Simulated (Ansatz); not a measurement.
# BN (F-43m): zone-centre modes against carrier density, part 2 of 2

Aim: how far do free carriers move the optical modes of BN (F-43m)?

Ansatz 0.2.0; DFT LDA, scalar-relativistic, plane waves, PAW; PAW set soft_1.

So far, highest optical mode at the zone centre (no LO-TO term) (cm⁻¹): step 6 (zone-centre modes of the member: no carriers) 1067. The relaxed cell has a = 3.580 Å (conventional setting).

## 8. Zone-centre modes of the member: 15 × 10²⁰ holes per cm³

The zone-centre modes follow for 15 × 10²⁰ holes per cm³.

input.yaml reads:

```yaml
crystal:
  lattice:
    - [0.0, 1.7899253158, 1.7899253158]
    - [1.7899253158, 0.0, 1.7899253158]
    - [1.7899253158, 1.7899253158, 0.0]
  atoms:
    - { symbol: B, position: [0.0, 0.0, 0.0] }
    - { symbol: "N", position: [0.25, 0.25, 0.25] }
total_charge: 0.017204
kpoints:
  mp_grid: { grid: [36, 36, 36] }
hamiltonian:
  xc: lda
  pseudopotentials: { kind: paw, azcp: { folder: soft_1 }, xc_functional: pbe }
scf:
  occupations: { method: fermi_dirac, width: 0.03 }
output:
  eigenvalues: true
phonons:
  method: dfpt
```

On the command line:

```bash
$ ansatz run input.yaml --threads 8 --pin off --max-ram 16384MiB --backend cpu --events-out ev --progress --plain --runs-dir out
```

Numbers of over 12 decimals in the logs are rounded to 6 here.

What it wrote:

```text
[...]
Crystal: 2 atoms, lattice volume = 11.469 Å³
Basis set: ecut = 420 eV, 229 PW (Γ), exchange–correlation on 36×36×36 points (8 copies of the dense FFT grid, shifted against one another)
Bands: 8, of which v1, the nominal top of the filled ones, is band 4 counted from 1 (3 counted from 0)
Symmetry: 24 space group operations
k-points: 3349 of 46656 (irreducible under 8 space group operations, time reversal used)
[...]
Free energy (F): -526.664923 eV
[...]
Internal energy: -526.664581 eV  (E = F + TS)
E sigma→0 (E₀):  -526.664752 eV
Entropy (-TS):   -0.000342 eV (-0.171 meV/atom)
Fermi energy:    11.158618 eV
[...]
--- Band table (eV; the first three rows and the last of 3349) ---
[...]
ASR residual: 9.857e-6 → 0.000e0 eV/Å²; symmetrization residual: 5.161e-8 eV/Å²
  ASR residual per site (eV/Å²): 9.86e-6 5.72e-6
  Γ frequencies (cm⁻¹): 0.00 0.00 0.00 954.58 954.58 954.58
[...]
[key lines of the parts left out:]
SCF converged after 8 iterations
```

It took 23 s on 8 threads of Intel Xeon at 2.70GHz, shared host; peak memory 1.3 GiB.

Numbers from this step:

```
sum-rule residual before enforcement                    : 9.86e-6 eV/Å²
highest optical mode at the zone centre (no LO-TO term) : 954.6 cm⁻¹
lowest optical zone-centre mode                         : 954.6 cm⁻¹
```

Without the LO-TO term. Patterns of degenerate modes are one choice out of their space. Modes at Γ, with each element's share of the kinetic energy:

```
mode  frequency (cm⁻¹)  symmetry  B %  N %
   1               0.0  acoustic   44   56
   2               0.0  acoustic   44   56
   3               0.0  acoustic   44   56
   4             954.6        T2   56   44
   5             954.6        T2   56   44
   6             954.6        T2   56   44
```

The optical mode without the LO-TO term lies at 954.6 cm⁻¹.

Between step 6 and this run (carriers -15 × 10²⁰ cm⁻³) the value for the highest optical mode at the zone centre (no LO-TO term) moves from 1067 cm⁻¹ to 955 cm⁻¹ (-11 %).

## 9. A check on a coarser mesh: 2 × 10²⁰ holes per cm³

To see what the mesh is worth, the run for 2 × 10²⁰ holes per cm³ is repeated on 29×29×29 points.

Edit input.yaml of step 8 so:

```diff
@@ -8,5 +8,5 @@
     - { symbol: "N", position: [0.25, 0.25, 0.25] }
-total_charge: 0.017204
+total_charge: 0.002294
 kpoints:
-  mp_grid: { grid: [36, 36, 36] }
+  mp_grid: { grid: [29, 29, 29] }
 hamiltonian:
```

What it wrote:

```text
[...]
Crystal: 2 atoms, lattice volume = 11.469 Å³
Basis set: ecut = 420 eV, 229 PW (Γ), exchange–correlation on 36×36×36 points (8 copies of the dense FFT grid, shifted against one another)
Bands: 8, of which v1, the nominal top of the filled ones, is band 4 counted from 1 (3 counted from 0)
Symmetry: 24 space group operations
k-points: 1800 of 24389 (irreducible under 8 space group operations, time reversal used)
[...]
Free energy (F): -526.497303 eV
[...]
Internal energy: -526.497170 eV  (E = F + TS)
E sigma→0 (E₀):  -526.497237 eV
Entropy (-TS):   -0.000134 eV (-0.067 meV/atom)
Fermi energy:    11.345943 eV
[...]
--- Band table (eV; the first three rows and the last of 1800) ---
[...]
ASR residual: 9.146e-6 → 0.000e0 eV/Å²; symmetrization residual: 2.417e-7 eV/Å²
  ASR residual per site (eV/Å²): 9.15e-6 4.51e-6
  Γ frequencies (cm⁻¹): 0.00 0.00 0.00 1024.07 1024.07 1024.07
[...]
[key lines of the parts left out:]
SCF converged after 8 iterations
```

Run time: 11 s. Hardware: 8 threads; peak memory 0.83 GiB.

Numbers from this step:

* sum-rule residual before enforcement: 9.15e-6 eV/Å²
* highest optical mode at the zone centre (no LO-TO term): 1024 cm⁻¹
* lowest optical zone-centre mode: 1024 cm⁻¹

The highest mode comes at 1024.1 cm⁻¹, against 1021.2 cm⁻¹ on 36×36×36 points.

## 10. A check on a coarser mesh: 10 × 10²⁰ holes per cm³

To see what the mesh is worth, the run for 10 × 10²⁰ holes per cm³ is repeated on 29×29×29 points.

Edit input.yaml of step 9 so:

```diff
@@ -8,3 +8,3 @@
     - { symbol: "N", position: [0.25, 0.25, 0.25] }
-total_charge: 0.002294
+total_charge: 0.011469
 kpoints:
```

What it wrote:

```text
[...]
Crystal: 2 atoms, lattice volume = 11.469 Å³
Basis set: ecut = 420 eV, 229 PW (Γ), exchange–correlation on 36×36×36 points (8 copies of the dense FFT grid, shifted against one another)
Bands: 8, of which v1, the nominal top of the filled ones, is band 4 counted from 1 (3 counted from 0)
Symmetry: 24 space group operations
k-points: 1800 of 24389 (irreducible under 8 space group operations, time reversal used)
[...]
Free energy (F): -526.600744 eV
[...]
Internal energy: -526.600432 eV  (E = F + TS)
E sigma→0 (E₀):  -526.600588 eV
Entropy (-TS):   -0.000313 eV (-0.156 meV/atom)
Fermi energy:    11.218724 eV
[...]
--- Band table (eV; the first three rows and the last of 1800) ---
[...]
ASR residual: 9.715e-6 → 0.000e0 eV/Å²; symmetrization residual: 2.504e-7 eV/Å²
  ASR residual per site (eV/Å²): 9.72e-6 4.69e-6
  Γ frequencies (cm⁻¹): 0.00 0.00 0.00 965.53 965.53 965.53
[...]
[key lines of the parts left out:]
SCF converged after 8 iterations
```

Wall time 12 s (8 threads); peak memory 0.83 GiB.

Numbers from this step:

| Item | Value |
| --- | --- |
| sum-rule residual before enforcement | 9.72e-6 eV/Å² |
| highest optical mode at the zone centre (no LO-TO term) | 965.5 cm⁻¹ |
| lowest optical zone-centre mode | 965.5 cm⁻¹ |

The highest mode comes at 965.5 cm⁻¹, against 970.4 cm⁻¹ on 36×36×36 points.

## 11. The series together

The members are set side by side, also those not shown above.

Electrons count positive and holes negative; without the LO-TO term; modes are tracked from the neutral crystal by their patterns, and those within 0.3 cm⁻¹ of each other stand once; the cell of the neutral crystal is kept and the atoms are relaxed where symmetry leaves them free; all runs use 36×36×36 k points and Fermi-Dirac smearing of 0.03 eV. Optical modes along the series:

```
carriers (10²⁰ cm⁻³)  mode 4 T2 (cm⁻¹)
                 -15             954.6
                 -10             970.4
                  -6             984.9
                  -4               998
                  -2              1021
                  -1              1039
                   0              1067
```

## 12. Summary of results

```
members                          : 7
mode                             : mode 4 T2
its frequency without carriers   : 1066.73 cm⁻¹
its frequency at -15 × 10²⁰ cm⁻³ : 954.58 cm⁻¹
```

At 15 × 10²⁰ holes per cm³ the optical mode has moved by -112.15 cm⁻¹ from 1066.73 cm⁻¹. At 2 and 10 × 10²⁰ cm⁻³ the coarser mesh moves the optical modes by up to 4.84 cm⁻¹, a measure of the error left by the mesh there. The response is adiabatic: the carriers follow the ions at once. Where they cannot, as for a zone-centre mode faster than their scattering, measured shifts differ, and line shapes are not given here. A static distortion lets holes move between the bands that it splits, which a fast mode allows only in part, so this softening can be well above the one seen in Raman spectra. The background stands for dopants without their size, scattering or local bonds, and the cell is that of the neutral crystal, although carriers also change the volume at rest, which would shift the modes as well. Spin-orbit coupling, which splits the valence bands that hold the holes, is left out. In a polar crystal the carriers also screen the field of the longitudinal modes, often the largest effect; only modes without that field are treated here. These are harmonic frequencies of a static lattice, with warm electrons: anharmonic shifts, linewidths and thermal expansion are left out. The PAW files were made for PBE; the program adapts parts of them to the functional of the run, but their partial waves stay those of PBE, an approximation that was not tested in this session. Only the zone centre was solved, so an instability at another wavevector cannot show here.

[Logs are printed without paths, hosts, clocks, repeated set-up lines and the standing remarks that a program may print on its own settings, such as how far it seeks lower states.]

[Hosts, paths, dates, database ids (printed as entryN), source tags and the programs' standing remarks are cut or masked in the printed files.]
